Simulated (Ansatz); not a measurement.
# H-SiC-H chair monolayer in a perpendicular field, part 2 of 2

Wanted: the out-of-plane response of the H-SiC-H chair monolayer. A positive field points along +c.

Ansatz 0.2.0; plane-wave DFT, PBE-D3(BJ), Ansatz PAW.

So far. Step 2 (Relaxing the slab): The lattice constant a goes from 3.086 to 3.110 Å.

**3. Atoms held, field 0**

A sawtooth potential applies the field, turning back in the middle of the vacuum. With the dipole correction the typed value is the field outside the slab. The induced dipole is small, so the SCF threshold is tight.

The cell differs from the one that the last finished run ended in (c 37.213 → 21.179 Å).

The input, input.yaml:

```yaml
crystal:
  lattice:
    - [3.1101690814, 0.0, 0.0]
    - [-1.5550845407, 2.6934854346, 0.0]
    - [0.0, 0.0, 21.1787598632]
  atoms:
    - { symbol: H, position: [0.6666666667, 0.3333333333, 0.4249540605] }
    - { symbol: C, position: [0.6666666667, 0.3333333333, 0.4771864556] }
    - { symbol: Si, position: [0.3333333333, 0.6666666667, 0.5044354366] }
    - { symbol: H, position: [0.3333333333, 0.6666666667, 0.5750459395] }
kpoints:
  mp_grid: { grid: [18, 18, 1] }
  band_path:
    path: [[0, 0, 0], [0.5, 0, 0], [0.33333333, 0.33333333, 0], [0, 0, 0]]
    npoints: 16
hamiltonian:
  xc: pbe
  dispersion: d3bj
scf:
  occupations: { method: fermi_dirac, width: 0.02585 }
  convergence: { dr2_threshold: 1.0e-10 }
efield:
  axis: 3
  dipole_correction: true
  ramp_position: 0.97
  ramp_width: 0.06
  amplitude: 0
output:
  dos: { projected: true, e_range: [-6, 5] }
  write_potential: true
  write_density: true
  volumetric_format: npy
  elf: true
```

On the command line:

```sh
$ ansatz run input.yaml --threads 2 --pin off --max-ram 3072MiB --backend cpu --events-out ev --progress --plain --runs-dir out
```

Numbers of over 12 decimals in the logs are rounded to 6 here.

The log of the run:

```text
[...]
Crystal: 4 atoms, lattice volume = 177.419 Å³
Basis set: ecut = 420 eV, 3443 PW (Γ)
Bands: 9, of which v1, the nominal top of the filled ones, is band 5 counted from 1 (4 counted from 0)
Symmetry: 6 space group operations
[...]
k-points: 37 of 324 (time reversal used)
[...]
SCF iter   1: F=—  HF=-919.348436 eV  |F-HF|=—  |Δ(HF+E_count)|=         —  Δρ=1.77e-3  dr2=1.56e-2  ethr=1.77e-3  p=-0.067 e·Å  D=-6.88e-2 V/Å  ΔV_dip=1.46 eV  dr2_dipole=2.50e-4  V_vac-E_F(+/−)=4.46/3.00 eV  ⟨swp⟩=8.1  Hψ=3238  notcnv=0
efield: sawtooth ramp at fractional position 0.9700 (set: `efield.ramp_position`, or a place that a band, a saddle search or an elastic batch's reference lends), width 0.0600; the density the first Hamiltonian is built on has a dipole p = -0.067 e·Å; the dipole correction subtracts the counter field D = -6.88e-2 V/Å, which shifts the + side's vacuum level by +1.46 eV against the − side's; the planar-averaged density in the ramp window peaks in size at 1.3e-5 e/Å³
[...]
SCF iter   2: F=—  HF=-919.350839 eV  |F-HF|=—  |Δ(HF+E_count)|=   2.40e-3  Δρ=9.43e-4  dr2=9.44e-3  ethr=1.56e-4  p=-0.056 e·Å  D=-5.75e-2 V/Å  ΔV_dip=1.22 eV  dr2_dipole=2.57e-3  V_vac-E_F(+/−)=4.09/2.87 eV  ⟨swp⟩=3.1  Hψ=986  notcnv=0
[...]
SCF iter   9: F=-919.348820 eV  HF=-919.348820 eV  |F-HF|=9.89e-12  |Δ(HF+E_count)|=  1.86e-11  Δρ=1.10e-7  dr2=1.73e-11  ethr=1.00e-12  p=-0.082 e·Å  D=-8.32e-2 V/Å  ΔV_dip=1.76 eV  dr2_dipole=4.63e-13  V_vac-E_F(+/−)=4.36/2.60 eV  ⟨swp⟩=4.8  Hψ=1287  notcnv=0
SCF 1 converged in 9 iterations: F = -919.348820 eV  dr2 = 1.73e-11
[...]
NSCF: frozen V_eff on 49 k-points
efield: sawtooth ramp at fractional position 0.9700 (kept from the solve that this one continues, or follows in the run), width 0.0600; the density the first Hamiltonian is built on has a dipole p = -0.082 e·Å; the dipole correction subtracts the counter field D = -8.32e-2 V/Å, which shifts the + side's vacuum level by +1.76 eV against the − side's; the planar-averaged density in the ramp window peaks in size at 9.1e-7 e/Å³
WARN: The output density's exchange-correlation potential varies sharply where the density is thin. Do not read a vacuum level from v_tot or v_xc, or from such a field of the output density. On a cell that repeats whose density bears no net charge and no dipole along the vacuum's axis use v_es (v_loc + v_h of the components); under efield.dipole_correction with no amplitude use v_es + v_field, which holds any externa [...]
SCF converged after 9 iterations
Free energy (F): -919.348820 eV
[...]
Internal energy: -919.348820 eV  (E = F + TS)
E sigma→0 (E₀):  -919.348820 eV
Fermi energy:    -1.606157 eV
Dipole field:    D = -0.083207 V/Å  (p = -0.081583 e·Å, saw-weighted, corrected)
Work function:   Φ+ = 4.3585 eV   Φ− = 2.5963 eV
Levels:          The Fermi level and band energies are counted from a zero that moves with the ramp; work functions are not
[...]
--- Band table (eV; the first three rows and the last of 37) ---
[...]
```

Elapsed: 5.3 s, on 2 threads of Arm Neoverse V2, shared host; peak memory 0.4 GiB; 10 s of CPU time.

Numbers from this step:

- gap on the k-mesh: 3.744 eV
- dipole along the normal: -0.08158 e·Å
- gap along the path: 3.744 eV
- smallest direct gap along the path: 3.744 eV
- step between the vacuum levels: 1.762 eV
- ionisation energy, upper face: 6.235 eV
- electron affinity, upper face: 2.492 eV
- ionisation energy, lower face: 4.473 eV
- gap, the smaller of path and mesh: 3.744 eV

Running mean over a fixed 2.5 Å (it still follows the layers) of the planar mean; the ramp of the sawtooth is left out. Table of electron's electrostatic potential energy less the Fermi level by z:

```tsv
z (Å)	electron's electrostatic potential energy less the Fermi level (eV)
3.0	2.60
3.5	2.60
4.0	2.60
4.5	2.60
5.0	2.60
5.5	2.60
6.0	2.59
6.5	2.59
7.0	2.55
7.5	2.38
8.0	1.79
8.5	0.867
9.0	-2.05
9.5	-5.80
10.0	-8.31
10.5	-8.60
11.0	-8.06
11.5	-5.19
12.0	-1.13
12.5	1.90
13.0	3.13
13.5	3.86
14.0	4.26
14.5	4.34
15.0	4.35
15.5	4.36
16.0	4.36
16.5	4.36
17.0	4.36
17.5	4.36
18.0	4.36
```

The density of states has structure finer than the step of the table below, so its rows give means over 0.25 eV, whole bins alone (the curve runs from -6 to 3.62 eV). Peaks (eV: height): -5.810: 5.06, -4.210: 6.20, -3.990: 8.91, 2.900: 2.26.

Density of states against energy, zero at the Fermi level of the run, which the smearing sets inside the gap; means over each step:

```tsv
energy (eV)	density of states (states/eV a cell)
-5.75	1.28
-5.50	0.766
-5.25	0.671
-5.00	0.688
-4.75	0.747
-4.50	0.860
-4.25	2.56
-4.00	4.21
-3.75	1.99
-3.50	1.56
-3.25	0.925
-3.00	0.714
-2.75	0.593
-2.50	0.521
-2.25	0.468
-2.00	0.374
-1.75	0.00348
-1.50	0
-1.25	0
-1.00	0
-0.75	0
-0.50	0
-0.25	0
0.00	0
0.25	0
0.50	0
0.75	0
1.00	0
1.25	0
1.50	0
1.75	0.00446
2.00	0.384
2.25	0.755
2.50	1.14
2.75	1.43
3.00	1.47
3.25	1.66
```

Projected DOS per atom over height of the atomic layer and energy from the Fermi level. Layers: H C Si H from below.

Ten even steps from '0' (0.00 states/eV) to '9' (1.36 states/eV), each cell a mean:
```
0230
0230
0120
0000
0000
0000
0000
0000
0000
0000
0000
0000
0000
0200
0300
0410
0631
1789
0421
0310
0310
0410
```
Columns: height of the atomic layer (Å) from 9 to 12.2 (not evenly spaced); rows upwards: energy from the Fermi level (eV) from -5.96 to 3.58.

Electronic bands along the path, in eV, zero at the Fermi level of the run, which the smearing sets inside the gap:

```tsv
point	band 3	band 4	band 5	band 6	band 7	band 8	band 9
Γ	-4.27	-1.88	-1.88	1.87	3.08	3.76	3.95
halfway	-5.15	-3.97	-2.80	2.83	3.60	4.36	4.61
M	-6.36	-4.13	-3.49	2.20	4.26	5.11	6.49
halfway	-6.23	-4.98	-3.99	3.06	5.30	5.61	5.94
K	-6.40	-5.82	-4.02	3.38	5.35	5.42	7.64
halfway	-5.36	-4.15	-3.52	3.23	4.35	4.67	4.80
Γ	-4.27	-1.88	-1.88	1.87	3.08	3.76	3.95
```

The electronic bands as a text plot (rows in eV, shown from -6.4 to 3.9 only):

```
    3.7 |++++  +++++++++                     ++++++      +  +++++
    3.3 | +++++                     +++++++++      +++    ++++++
    2.9 |+       +++++           +++                  +++       +
    2.4 |      ++     ++++++  +++                        +++
    2.0 |++++++             ++                              +++++
    1.6 |
    1.1 |
    0.7 |
    0.3 |
   -0.2 |
   -0.6 |
   -1.0 |
   -1.5 |
   -1.9 |****                                                ****
   -2.3 |  * ****                                         *****
   -2.7 |   *    ****                                  ***  *
   -3.2 |    **      *****                            *   **
   -3.6 |      *          ******                 *****   *
   -4.0 |  **************************************   ***********
   -4.5 |**     ***              *                 *   **      **
   -4.9 |                         **             **   *
   -5.3 |          *                *          **   **
   -5.8 |           **               **********  ***
   -6.2 |             ***********************  **
         Γ                   M           K                      Γ
```

Valence density in the ca plane at fractional y = 0.333, with atoms of H and C within 0.2 Å of it. It is the smooth field of the valence electrons, not physical close to the nuclei.

Ten steps, logarithmic in the rise over the least value, from '0' (0.0 e/Å³) to '9' (1.8 e/Å³), each cell a mean:
```
00000000000000000012456888653221000000000000
00000000000000000024788999753210000000000000
00000000000000000025899999753110000000000000
00000000000000000024688999753210000000000000
00000000000000000012456787653321000000000000
00000000000000000001234666654432100000000000
00000000000000000000124566555432100000000000
00000000000000000001234666654432100000000000
```
Columns run along c (16.0 Å, from fractional 0.07 to 0.83 of the cell), rows up along a (3.1 Å). Atoms in or near the plane, at fractional coordinates: H at (0.42, 0.67), C at (0.48, 0.67).

Electrostatic potential energy in the ca plane at fractional y = 0.333, with atoms of H and C within 0.2 Å of it. With pseudopotentials it is smooth inside the atoms' cores, unlike the true potential.

Ten even steps from '0' (-24 eV) to '9' (2 eV), each cell a mean:
```
99999999999999999988745678999999999999999999
99999999999999998734100489999999999999999999
99999999999999998500000289999999999999999999
99999999999999999745100489999999999999999999
99999999999999999988755678999999999999999999
99999999999999999999875457999999999999999999
99999999999999999999864357899999999999999999
99999999999999999999876568999999999999999999
```
Columns run along c (16.0 Å, from fractional 0.11 to 0.87 of the cell; values clipped at the 3rd and 97th percentile), rows up along a (3.1 Å). Atoms in or near the plane, at fractional coordinates: H at (0.42, 0.67), C at (0.48, 0.67).

ELF in the ca plane at fractional y = 0.333, with atoms of H and C within 0.2 Å of it. It is the smooth field of the valence electrons, not physical close to the nuclei.

Ten even steps from '0' (0.00 × 1e-1) to '9' (9.97 × 1e-1), each cell a mean:
```
00000000000000000146766788631111000000000000
00000000000000001589998547620000000000000000
00000000000000002699999315620000000000000000
00000000000000001489998557630000000000000000
00000000000000000135665788631232100000000000
00000000000000000000112566434676410000000000
00000000000000000000001243236898620000000000
00000000000000000001113577533676310000000000
```
Columns run along c (16.0 Å, from fractional 0.07 to 0.83 of the cell), rows up along a (3.1 Å). Atoms in or near the plane, at fractional coordinates: H at (0.42, 0.67), C at (0.48, 0.67).

The gap is 3.74 eV, with the valence edge 6.24 eV and the conduction edge 2.49 eV under the upper vacuum level.

**4. Single point, field 0.1 V/Å**

input.yaml: that of step 3 with these lines changed.

```diff
@@ -26,5 +26,4 @@
   ramp_width: 0.06
-  amplitude: 0
+  amplitude: 0.1
 output:
-  dos: { projected: true, e_range: [-6, 5] }
   write_potential: true
@@ -32,2 +31 @@
   volumetric_format: npy
-  elf: true
```

The log of the run:

```text
[...]
Crystal: 4 atoms, lattice volume = 177.419 Å³
Basis set: ecut = 420 eV, 3443 PW (Γ)
Bands: 9, of which v1, the nominal top of the filled ones, is band 5 counted from 1 (4 counted from 0)
Symmetry: 6 space group operations
[...]
k-points: 37 of 324 (time reversal used)
[...]
Free energy (F): -919.341450 eV
[...]
Internal energy: -919.341450 eV  (E = F + TS)
E sigma→0 (E₀):  -919.341450 eV
Fermi energy:    -1.714021 eV
Dipole field:    D = -0.067107 V/Å  (p = -0.065796 e·Å, saw-weighted, corrected)
Work function:   not extracted (applied field tilts the vacuum); planar V_es + V_field profile in the machine report
[...]
--- Band table (eV; the first three rows and the last of 37) ---
[...]
[key lines of the parts left out:]
SCF converged after 11 iterations
```

It took 5.8 s on 2 threads; peak memory 0.37 GiB; 11 s of CPU time.

The dipole is -0.0658 e·Å, 0.0158 e·Å from its value without field, and the gap 3.543 eV.

**5. Atoms held, field -0.1 V/Å**

input.yaml: that of step 4 with these lines changed.

```diff
@@ -26,3 +26,3 @@
   ramp_width: 0.06
-  amplitude: 0.1
+  amplitude: -0.1
 output:
```

The log of the run:

```text
[...]
Crystal: 4 atoms, lattice volume = 177.419 Å³
Basis set: ecut = 420 eV, 3443 PW (Γ)
Bands: 9, of which v1, the nominal top of the filled ones, is band 5 counted from 1 (4 counted from 0)
Symmetry: 6 space group operations
[...]
k-points: 37 of 324 (time reversal used)
[...]
Free energy (F): -919.357767 eV
[...]
Internal energy: -919.357767 eV  (E = F + TS)
E sigma→0 (E₀):  -919.357767 eV
Fermi energy:    -1.513080 eV
Dipole field:    D = -0.099294 V/Å  (p = -0.097356 e·Å, saw-weighted, corrected)
Work function:   not extracted (applied field tilts the vacuum); planar V_es + V_field profile in the machine report
[...]
--- Band table (eV; the first three rows and the last of 37) ---
[...]
[key lines of the parts left out:]
SCF converged after 11 iterations
```

Elapsed: 5.6 s, on 2 threads; peak memory 0.37 GiB; 11 s of CPU time.

The dipole is -0.0974 e·Å, -0.0158 e·Å from its value without field, and the gap 3.916 eV.

**6. Response, atoms held**

This step: plane-wave DFT, PBE-D3(BJ), Ansatz PAW; response to a field along the normal, atoms held (Ansatz 0.2.0).

The dipoles give the slope, and the difference of two potentials shows where the field is screened.

Numbers from this step:

| Property | Result |
| --- | --- |
| equivalent conductor thickness p/(ε₀AE) | 3.408 Å |
| distance between the outer atoms | 3.179 Å |

Dipole of the cell against applied field:

```tsv
applied field (V/Å)	dipole of the cell (e·Å)
-0.1000	-0.0974
0.0000	-0.0816
0.1000	-0.0658
```

Local field over the applied field, running mean. From the potentials at -0.1 and 0.1 V/Å; running mean over 2.5 Å. The local field over applied field by z:

z (Å), local field over applied field and a bar from the least value:
```
      4.5      1.000 ##############################
      5.0      1.000 ##############################
      5.5      0.999 ##############################
      6.0      0.996 ##############################
      6.5      0.986 ##############################
      7.0      0.960 #############################
      7.5      0.896 ##########################
      8.0      0.771 ######################
      8.5      0.615 ################
      9.0      0.448 ##########
      9.5      0.285 ####
     10.0      0.197 #
     10.5      0.175 
     11.0      0.187 
     11.5      0.268 ###
     12.0      0.414 #########
     12.5      0.551 ##############
     13.0      0.694 ###################
     13.5      0.839 ########################
     14.0      0.935 ############################
     14.5      0.978 #############################
     15.0      0.993 ##############################
     15.5      0.998 ##############################
     16.0      0.999 ##############################
     16.5      1.000 ##############################
     17.0      1.000 ##############################
```

Electrons, planar mean, per unit field. Table of induced electron density by z:

```tsv
z (Å)	induced electron density (e/Å³ per V/Å)
4.12	2.5e-7
4.41	4.5e-7
4.85	1.1e-6
5.15	2.3e-6
5.59	6.9e-6
5.88	1.4e-5
6.18	2.8e-5
6.62	7.6e-5
6.91	1.5e-4
7.21	2.8e-4
7.65	7.0e-4
7.94	0.00124
8.38	0.00259
8.68	0.00355
8.97	0.00343
9.41	9.2e-4
9.71	3.8e-4
10.00	0.00202
10.44	-7.4e-4
10.74	-0.00296
11.18	-5.2e-4
11.47	0.00117
11.77	3.9e-4
12.21	-0.00314
12.50	-0.00373
12.80	-0.00292
13.24	-0.00146
13.53	-8.2e-4
13.97	-3.2e-4
14.27	-1.6e-4
14.56	-8.0e-5
15.00	-2.6e-5
15.30	-1.2e-5
15.59	-5.7e-6
16.03	-1.7e-6
16.33	-7.1e-7
16.77	-2.9e-7
17.06	-1.7e-7
```

The smaller of the gaps on the path and on the k-mesh, counted as 0 under 0.03 eV; in a wide-gap layer a fall can come from a state in the tilted vacuum. Table of gap by applied field:

```tsv
applied field (V/Å)	gap (eV)
-0.1000	3.92
0.0000	3.74
0.1000	3.54
```

By hand: between -0.1 and 0.1 V/Å the dipole changes by 0.03156 e·Å, a slope of 0.1578 e·Å²/V. A perfect conductor of thickness t has p = ε₀AEt, so t = 180.95 × 0.1578 / 8.377 = 3.41 Å (e/ε₀ = 180.95 V·Å, A in Å²).

The induced dipole is that of a conductor 3.41 Å thick.

**7. Outcome**

```yaml
gap_without_field: 3.74 eV
ionisation_energy_upper_face: 6.24 eV
electron_affinity_upper_face: 2.49 eV
step_between_the_vacuum_levels: 1.76 eV
equivalent_conductor_thickness_atoms_held: 3.41 Å
```

In words: The induced dipole equals that of a perfect conductor 3.41 Å thick, while the outer atoms lie 3.18 Å apart; an out-of-plane ε follows only once a thickness t is chosen, by 1 − 1/ε = 3.41 Å / t. The two faces differ: the vacuum level above lies 1.76 eV higher than the one below. The gap goes from 3.74 eV to 3.92 eV at -0.1 V/Å. With the field reversed the gap is 3.54 eV at 0.1 V/Å. Semilocal functionals give gaps that are too small, and excitons are not included.

[Logs are printed without paths, hosts, clocks, repeated set-up lines and the standing remarks that a program may print on its own settings, such as how far it seeks lower states.]

[Hosts, paths, dates, database ids (printed as entryN), source tags and the programs' standing remarks are cut or masked in the printed files.]

[Maps of the electrostatic potential energy from Ansatz leave out the sawtooth potential of an applied field or a dipole correction, so their vacuum need not be flat; planar profiles and work functions include it.]

[The density of states shown here was stored with 400 of the rows of the run's finer table, so its peaks can read low, often by over a quarter, or be missed, and its means over a window can be off by a tenth or more.]
